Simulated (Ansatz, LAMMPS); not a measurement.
# Structural relaxation of amorphous 93SiO2-7B2O3 (mol %) (88 atoms)

How does amorphous 93SiO2-7B2O3 (mol %) (88 atoms) relax, and what do bonds, charges and levels look like afterwards?

Program: Ansatz 0.2.0. Level of theory: Kohn-Sham DFT, PBE, PAW (set soft_2), plane waves. Results are calculated unless marked as measured.

## 1. The structure

The cell holds 88 atoms: 26 Si, 4 B and 58 O. Cell: a = 10.929 Å, b = 10.929 Å, c = 10.929 Å, α = 90.0°, β = 90.0°, γ = 90.0°. 88 atoms (26 Si, 4 B, 58 O) placed at random at 2.16 g/cm³, melted at 4000 K for 10 ps at fixed volume with the Buckingham and Coulomb pair potential of Guillot and Sator (Geochim. Cosmochim. Acta 71, 1249 (2007)) with the boron terms of Wang et al. (J. Non-Cryst. Solids 498, 294 (2018)). Quenched from 4000 K to 300 K at 100 K/ps and fixed volume, held 5 ps, then minimised at fixed cell.

Limits known from the start: The quench rate of 100 K/ps is many orders above laboratory rates, so the cell is likely richer in defects and strain than a real sample. The starting topology of bonds comes from the classical model. Only the Γ point is sampled in the main run, in a cell whose shortest periodic width is 11 Å.

## 2. Making the structure

A classical potential makes the cell, at a small fraction of what the same run would cost in DFT.

This step: classical MD, Buckingham and Coulomb pair potential of Guillot and Sator (Geochim. Cosmochim. Acta 71, 1249 (2007)) with the boron terms of Wang et al. (J. Non-Cryst. Solids 498, 294 (2018)) (LAMMPS 22 Jul 2025 - Update 4).

in.lmp

```
# melt-quench of Si26B4O58
units metal
atom_style charge
boundary p p p
region box block 0 10.9291 0 10.9291 0 10.9291
create_box 3 box
mass 1 28.0850   # Si
mass 2 10.8100   # B
mass 3 15.9990   # O
create_atoms 1 random 26 37530 NULL overlap 1.5 maxtry 2000
create_atoms 2 random 4 37537 NULL overlap 1.5 maxtry 2000
create_atoms 3 random 58 37544 NULL overlap 1.5 maxtry 2000
pair_style buck/coul/long 9.0
pair_coeff * * 0.0 1.0 0.0
pair_coeff 1 3 50306.10 0.161 46.2978   # Si-O
pair_coeff 2 3 206941.81 0.124 35.0018   # B-O
pair_coeff 3 3 9022.79 0.265 85.0921   # O-O
pair_coeff 2 2 484.40 0.35 0.0   # B-B
pair_coeff 1 2 337.70 0.29 0.0   # Si-B
set type 1 charge 1.89
set type 2 charge 1.4175
set type 3 charge -0.945
kspace_style pppm 1.0e-4
neigh_modify delay 0 every 1 check yes
thermo_style custom step time temp pe press density
thermo_modify norm yes
timestep 0.001
thermo 100
min_style cg
minimize 1e-4 1e-4 200 2000
reset_timestep 0
velocity all create 4000 37531 mom yes dist gaussian
fix lim all nve/limit 0.05
fix lan all langevin 4000 4000 0.1 37532 zero yes
# [... 12 lines left out ...]
thermo 2500
fix md all nvt temp 300 300 0.1
run 5000 post no
unfix md
thermo 100
min_style cg
minimize 0 1e-3 2000 20000
write_dump all custom glass.dump id type xs ys zs modify sort id
```

On the command line:

```bash
$ lmp -in in.lmp -log none -nocite
```

Numbers of over 12 decimals in the logs are rounded to 6 here.

Log:

```text
LAMMPS (22 Jul 2025 - Update 4)
Created orthogonal box = (0 0 0) to (10.9291 10.9291 10.9291)
Created 26 atoms
Created 4 atoms
Created 58 atoms
PPPM initialization ...
  G vector (1/distance) = 0.32547626
  grid = 9 9 9
  estimated relative force accuracy = 7.9561946e-05
   Step          Time           Temp          PotEng         Press         Density
         0   0              0             -0.34098305     881788.64      2.1642142
        93   0.093          0             -11.728512     -44664.475      2.1642142
Loop time of 0.0735175 s on 1 MPI rank(s) for 93 steps with 88 atoms
Minimization stats:
  Stopping criterion = energy tolerance
[... 36 lines left out ...]
     52500   52.5           349.64307     -12.018989      6659.5522      2.1642142
     53000   53             330.12943     -12.014898      8758.8571      2.1642142
Loop time of 1.98309 s on 1 MPI rank(s) for 5000 steps with 88 atoms
   Step          Time           Temp          PotEng         Press         Density
     53000   53             330.12943     -12.014898      8758.8571      2.1642142
     53043   53.043         330.12943     -12.058894     -4857.9288      2.1642142
Loop time of 0.0571567 s on 1 MPI rank(s) for 43 steps with 88 atoms
Minimization stats:
  Stopping criterion = linesearch alpha is zero
  Energy initial, next-to-last, final =
      -12.014898088965  -12.0588944789291  -12.0588944789291
  Force two-norm initial, final = 16.050662 0.21142355
  Iterations, force evaluations = 43 117
```

Wall time 22 s (1 thread of Intel Xeon Platinum 8375C at 2.90GHz (Ice Lake), shared host); peak memory 0.072 GiB.

## 3. Single point at the start

A single point comes first, to see the forces before anything moves.

input.yaml

```yaml
crystal:
  lattice:
    - [10.9291, 0.0, 0.0]
    - [0.0, 10.9291, 0.0]
    - [0.0, 0.0, 10.9291]
  atoms:
    - { symbol: Si, position: [0.19914, 0.66537, 0.66404] }
    - { symbol: Si, position: [0.55691, 0.31654, 0.07028] }
    - { symbol: Si, position: [0.41749, 0.46829, 0.27357] }
    - { symbol: Si, position: [0.16833, 0.40992, 0.15226] }
    - { symbol: Si, position: [0.98278, 0.60189, 0.0237] }
    - { symbol: Si, position: [0.32561, 0.25911, 0.94486] }
    - { symbol: Si, position: [0.31462, 0.98651, 0.06609] }
    - { symbol: Si, position: [0.20372, 0.05112, 0.33612] }
    - { symbol: Si, position: [0.58626, 0.08456, 0.45036] }
    - { symbol: Si, position: [0.58092, 0.43483, 0.71039] }
    - { symbol: Si, position: [0.83567, 0.18721, 0.49814] }
    - { symbol: Si, position: [0.15421, 0.80803, 0.89161] }
    - { symbol: Si, position: [0.82181, 0.17659, 0.78628] }
    - { symbol: Si, position: [0.50024, 0.78517, 0.09638] }
    - { symbol: Si, position: [0.36161, 0.25762, 0.45828] }
    - { symbol: Si, position: [0.30665, 0.40664, 0.70619] }
    - { symbol: Si, position: [0.51593, 0.96993, 0.68419] }
    - { symbol: Si, position: [0.93345, 0.75885, 0.58102] }
    - { symbol: Si, position: [0.32618, 0.8487, 0.49811] }
    - { symbol: Si, position: [0.53292, 0.72661, 0.35409] }
    - { symbol: Si, position: [0.65954, 0.78205, 0.85247] }
    - { symbol: Si, position: [0.68284, 0.6462, 0.58871] }
    - { symbol: Si, position: [0.78498, 0.40617, 0.92472] }
    - { symbol: Si, position: [0.9865, 0.20668, 0.27196] }
    - { symbol: Si, position: [0.5621, 0.03729, 0.16578] }
    - { symbol: Si, position: [0.8373, 0.01213, 0.15754] }
    - { symbol: B, position: [0.86695, 0.81171, 0.02248] }
    - { symbol: B, position: [0.56592, 0.18559, 0.76152] }
    - { symbol: B, position: [0.89448, 0.94316, 0.40989] }
    - { symbol: B, position: [0.94234, 0.9342, 0.77344] }
    - { symbol: O, position: [0.91084, 0.92417, 0.06312] }
    - { symbol: O, position: [0.88123, 0.51546, 0.95426] }
    - { symbol: O, position: [0.53916, 0.182, 0.13682] }
    - { symbol: O, position: [0.56714, 0.02545, 0.31436] }
    - { symbol: O, position: [0.49332, 0.42321, 0.15207] }
    - { symbol: O, position: [0.69623, 0.35549, 0.03527] }
    - { symbol: O, position: [0.40253, 0.90452, 0.6147] }
    - { symbol: O, position: [0.57302, 0.75076, 0.97196] }
    - { symbol: O, position: [0.27729, 0.30628, 0.81258] }
    - { symbol: O, position: [0.23491, 0.88956, 0.98749] }
    - { symbol: O, position: [0.66126, 0.69243, 0.73145] }
    - { symbol: O, position: [0.23811, 0.74749, 0.78338] }
    - { symbol: O, position: [0.31593, 0.33229, 0.57736] }
    - { symbol: O, position: [0.25546, 0.18396, 0.38289] }
    - { symbol: O, position: [0.69556, 0.00499, 0.11071] }
    - { symbol: O, position: [0.6183, 0.72358, 0.47782] }
    - { symbol: O, position: [0.79391, 0.8043, 0.91778] }
    - { symbol: O, position: [0.47475, 0.09807, 0.75025] }
    - { symbol: O, position: [0.05804, 0.6996, 0.63289] }
    - { symbol: O, position: [0.61296, 0.00026, 0.57159] }
    - { symbol: O, position: [0.83177, 0.22032, 0.64272] }
    - { symbol: O, position: [0.27028, 0.46751, 0.24497] }
    - { symbol: O, position: [0.21285, 0.52078, 0.6923] }
    - { symbol: O, position: [0.62917, 0.5077, 0.59075] }
    - { symbol: O, position: [0.27534, 0.71732, 0.54658] }
    - { symbol: O, position: [0.59094, 0.89992, 0.79113] }
    - { symbol: O, position: [0.94747, 0.83674, 0.45457] }
    - { symbol: O, position: [0.8896, 0.85881, 0.68476] }
    - { symbol: O, position: [0.37622, 0.71309, 0.11772] }
    - { symbol: O, position: [0.05295, 0.89769, 0.82538] }
    - { symbol: O, position: [0.07394, 0.51242, 0.09917] }
    - { symbol: O, position: [0.68413, 0.44467, 0.81885] }
    - { symbol: O, position: [0.92308, 0.25524, 0.39819] }
    - { symbol: O, position: [0.06022, 0.07896, 0.30774] }
    - { symbol: O, position: [0.8406, 0.95132, 0.2947] }
    - { symbol: O, position: [0.47293, 0.29647, 0.9462] }
    - { symbol: O, position: [0.88342, 0.15276, 0.17669] }
    - { symbol: O, position: [0.08142, 0.30364, 0.21357] }
    - { symbol: O, position: [0.88042, 0.04324, 0.48804] }
    - { symbol: O, position: [0.45681, 0.14694, 0.48706] }
    - { symbol: O, position: [0.47712, 0.58986, 0.33388] }
    - { symbol: O, position: [0.56563, 0.28833, 0.68718] }
    - { symbol: O, position: [0.3202, 0.1159, 0.9904] }
    - { symbol: O, position: [0.42308, 0.82179, 0.38848] }
    - { symbol: O, position: [0.82875, 0.65539, 0.56635] }
    - { symbol: O, position: [0.86316, 0.28925, 0.87353] }
    - { symbol: O, position: [0.25078, 0.3391, 0.04741] }
    - { symbol: O, position: [0.46256, 0.94093, 0.09548] }
    - { symbol: O, position: [0.69696, 0.18305, 0.44235] }
    - { symbol: O, position: [0.26809, 0.01534, 0.20536] }
    - { symbol: O, position: [0.89222, 0.04776, 0.80023] }
    - { symbol: O, position: [0.22999, 0.94839, 0.44136] }
    - { symbol: O, position: [0.89504, 0.70649, 0.08842] }
    - { symbol: O, position: [0.67583, 0.15774, 0.81942] }
    - { symbol: O, position: [0.43912, 0.47346, 0.73749] }
    - { symbol: O, position: [0.07044, 0.69397, 0.9427] }
    - { symbol: O, position: [0.58445, 0.77297, 0.22028] }
    - { symbol: O, position: [0.43207, 0.35326, 0.36931] }
kpoints:
  mp_grid: { grid: [1, 1, 1] }
hamiltonian:
  xc: pbe
scf:
  occupations: { method: fermi_dirac, width: 0.025 }
output:
  forces: true
```

On the command line:

```bash
$ ansatz run input.yaml --threads 4 --pin off --max-ram 8192MiB --backend cpu --events-out ev --progress --plain --runs-dir out
```

Log:

```text
Engine: ansatz 0.2.0, x86_64-unknown-linux-gnu
Pseudopotentials: kind: paw
Pseudopotential: Si, paw, valence charge 4, recommended cutoff 420 eV (normal), Si.paw.azcp
Pseudopotential: B, paw, valence charge 3, recommended cutoff 420 eV (normal), B.paw.azcp
Pseudopotential: O, paw, valence charge 6, recommended cutoff 420 eV (normal), O.paw.azcp
[... 5 lines on functional and potentials left out ...]
Crystal: 88 atoms, lattice volume = 1305.429 Å³
Basis set: ecut = 420 eV, 25533 PW (Γ), exchange–correlation on 150×150×150 points (8 copies of the dense FFT grid, shifted against one another)
Bands: 320, of which v1, the nominal top of the filled ones, is band 232 counted from 1 (231 counted from 0)
Symmetry: 1 space group operations
Space group: P1 (ITA 1), of the structure as read, at distance tolerance 1.1e-4 Å
k-points: 1
[... 7 lines on functional and potentials left out ...]
Initial density: superposition of atomic densities (neutral atoms: chi_scale 0, normalization atom), corrected by the library's trained network
Initial wavefunctions: pseudopotential atomic-orbital guess
Functional: x = pbe(κ = 0.804, μ = 0.219515), c = pbe(β = 0.066725)
SCF iter   1: F=—  HF=-50152.303525 eV  |F-HF|=—  |Δ(HF+E_count)|=         —  Δρ=2.69e-3  dr2=1.34e-1  ethr=1.77e-3  ⟨swp⟩=6.0  Hψ=1545  notcnv=0  defer=56
preconditioner: auto → Resta (q_TF=auto, 2.296 Å⁻¹)  ε∞=2.9  [insulator: Δε(μ)=3.268 eV  Ē_g=16.179 eV  σ=0.025 eV  W_gap=1.00  n_scr=250 (ndim 8)  ℏωp=22.1 eV  f_vac=0.251  D(μ)=0.00/eV (n_scr^D=0)  ε∞_Penn≈2.9  vacuum switching on, ρ_ref=1.9e-2 e/Å³]
SCF iter   2: F=—  HF=-50152.295496 eV  |F-HF|=—  |Δ(HF+E_count)|=   8.03e-3  Δρ=1.52e-3  dr2=2.39e-2  ethr=2.90e-5  ⟨swp⟩=3.0  Hψ=557  notcnv=0  defer=81
SCF iter   3: F=—  HF=-50152.295029 eV  |F-HF|=—  |Δ(HF+E_count)|=   4.67e-4  Δρ=6.31e-4  dr2=6.70e-3  ethr=5.16e-6  ⟨swp⟩=3.0  Hψ=424  notcnv=0  defer=30
automatic band count: iteration 3 solves 269 bands in place of 320: the levels show a gap, and the empty bands left out lie too high to hold charge; the band table lists the bands solved (type scf.n_extra_bands for more)
SCF iter   4: F=—  HF=-50152.294784 eV  |F-HF|=—  |Δ(HF+E_count)|=   2.45e-4  Δρ=2.54e-4  dr2=7.47e-4  ethr=1.44e-6  ⟨swp⟩=3.0  Hψ=424  notcnv=0  defer=30
SCF iter   5: F=—  HF=-50152.294733 eV  |F-HF|=—  |Δ(HF+E_count)|=   5.13e-5  Δρ=9.01e-5  dr2=7.86e-5  ethr=1.61e-7  ⟨swp⟩=3.0  Hψ=488  notcnv=0  defer=30
SCF iter   6: F=—  HF=-50152.292868 eV  |F-HF|=—  |Δ(HF+E_count)|=   1.86e-3  Δρ=2.40e-5  dr2=4.99e-6  ethr=1.69e-8  ⟨swp⟩=2.0  Hψ=471  notcnv=0  defer=30
SCF iter   7: F=—  HF=-50152.292871 eV  |F-HF|=—  |Δ(HF+E_count)|=   2.50e-6  Δρ=9.90e-6  dr2=9.24e-7  ethr=1.07e-9  ⟨swp⟩=2.0  Hψ=471  notcnv=0  defer=30
SCF iter   8: F=-50152.292871 eV  HF=-50152.292871 eV  |F-HF|=1.92e-8  |Δ(HF+E_count)|=   1.41e-7  Δρ=2.06e-6  dr2=4.31e-8  ethr=2.16e-11  ⟨swp⟩=3.0  Hψ=1140  notcnv=0
SCF 1 converged in 8 iterations: F = -50152.292871 eV  dr2 = 4.31e-8
  greatest PAW one-centre occupation: 0.869 electrons in one spin orbital (limit 2), on the O atom at site 58 (counted from 0), in its partial waves of l = 0
SCF converged after 8 iterations
Free energy (F): -50152.292871 eV
Harris-Foulkes:  -50152.292871 eV  (|F-HF|=1.92e-8)
Internal energy: -50152.292871 eV  (E = F + TS)
E sigma→0 (E₀):  -50152.292871 eV
Fermi energy:    4.533706 eV
--- Per-component energies (eV) ---
  E_band       = -2770.433729
  E_kinetic    = 11667.238093
  E_local      = -39374.596034  (includes V_loc(G=0)·N_el)
  E_nonlocal   = 3444.835142
  E_hartree    = 15280.366900
  E_xc         = -5860.509486
  E_vxc        = -6854.157841  (∫ρ·V_xc dr)
  E_paw        = -22873.023444  (= ΣΔE_a)
  E_vpaw       = -2214.639951  (= ΣTr[D̂ρ^β])
  E_aug_tail   = 0.148852  (compensation charges beyond the density's cutoff)
  E_ewald      = -12436.752894
  E_smearing   = -0.000000  (= −TS)
  E_closure    = 0.000000  (closes the sum)
  Σ components = -50152.292871   (vs F -50152.292871, Δ=0.00e0)
--- Forces (eV/Å), atoms counted from 1 ---
  atom   1  Si    -0.42381044     1.07203778     0.08339363
  atom   2  Si    -0.70207706     0.10582294     0.03604091
  atom   3  Si     0.16514662    -0.64411068    -0.10453051
  atom   4  Si     0.80221190    -0.52730465    -0.43363044
  atom   5  Si     0.15548237     0.72437406    -0.25966350
  atom   6  Si     0.33599769     0.98587117     1.16821187
  atom   7  Si    -2.15987797     0.74656104     0.15685909
  atom   8  Si     0.52632568     0.83744843     0.14852114
  atom   9  Si    -0.33392981     0.82250647     0.60212102
  atom  10  Si     0.04800968    -1.08972907     0.93319467
  atom  11  Si    -0.48357000    -2.39056189    -0.40606065
  atom  12  Si    -1.15602803    -0.38245130    -0.88742047
  atom  13  Si    -1.13388696    -0.29821219    -0.78818128
  atom  14  Si    -2.43378570    -4.35821220     0.48020987
[...]
atom  87  O      1.44173895     0.50144196     0.67235780
  atom  88  O      0.04357210     0.33282057     0.18698268
  max |Σ_I F_I| component: 4.25e-5 eV/Å
```

Wall time 6.2 s (4 threads of Intel Xeon Platinum 8375C at 2.90GHz (Ice Lake), shared host); peak memory 1.5 GiB; 23 s of CPU time.

In the SCF lines HF is the Harris–Foulkes energy and dr2 the Hartree energy of the density residual, in eV; the loop may stop once dr2 is under the threshold and the program's other checks hold. Hψ counts applications of the Hamiltonian.

Numbers from this run:

* free energy: -50152.2929 eV
* free energy per atom: -569.9124 eV/atom
* SCF cycles: 8
* r.m.s. force component: 0.6686 eV/Å
* longest force: 5.015 eV/Å
* Fermi energy: 4.534 eV

The r.m.s. force component of 0.67 eV/Å sets the starting point.

Neighbours are counted within 2.08 Å (O-Si), 1.77 Å (O-B).

Length of the force by element and coordination:

```tsv
element	coordination	atoms	mean length of the force (eV/Å)	spread	least	most
B	all	4	1.16	0.329	0.696	1.57
O	all	58	0.663	0.317	0.153	1.67
O	1	1	1.53	0	1.53	1.53
O	2	56	0.632	0.277	0.153	1.67
O	3	1	1.51	0	1.51	1.51
Si	all	26	1.49	0.942	0.673	5.01
```

(Continued in part 2 of 4.)

[Logs are printed without paths, hosts, clocks, repeated set-up lines and the standing remarks that a program may print on its own settings, such as how far it seeks lower states.]

[Hosts, paths, dates, database ids (printed as entryN), source tags and the programs' standing remarks are cut or masked in the printed files.]
